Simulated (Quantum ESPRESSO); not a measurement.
# Voltage at the next charge: Mo2CCl2 MXene, 1 layer against an electrode

How the rows were computed: Quantum ESPRESSO 7.5, PBE, GBRV ultrasoft; ESM with bc3, a metal electrode 5.14 Å above the top atoms; cell area 9.775 Å²; ions fixed. V is the potential energy of an electron at the electrode over the slab's Fermi level, divided by e, so that it equals the work function at zero charge; positive charge removes electrons.

| charge (e a cell) | V (V) |
| --- | --- |
| 0 | 4.501 |
| 0.0119 | 5.475 |
| 0.0238 | 6.453 |

**Question.** What is V at a charge of 0.0475 e, and what capacitance do the rows imply?

By hand: The last two rows give dV/dq = (6.453 − 5.475)/(0.0238 − 0.0119) = 82.2 V/e, so C = 1602/(9.775 × 82.2) = 1.99 µF/cm², an effective gap of 8.854/1.99 = 4.44 Å. At constant C, V = 6.453 + 82.2 × 0.0237 = 8.40 V.

**Check.** V = 8.415 V; the estimate misses by −0.01 V, 0.7 % of the step. Over the three intervals C goes 2.00, 1.99 and 1.98 µF/cm².

Caveats: Vacuum fills the gap; a dielectric or electrolyte would change C. The slab is thin.
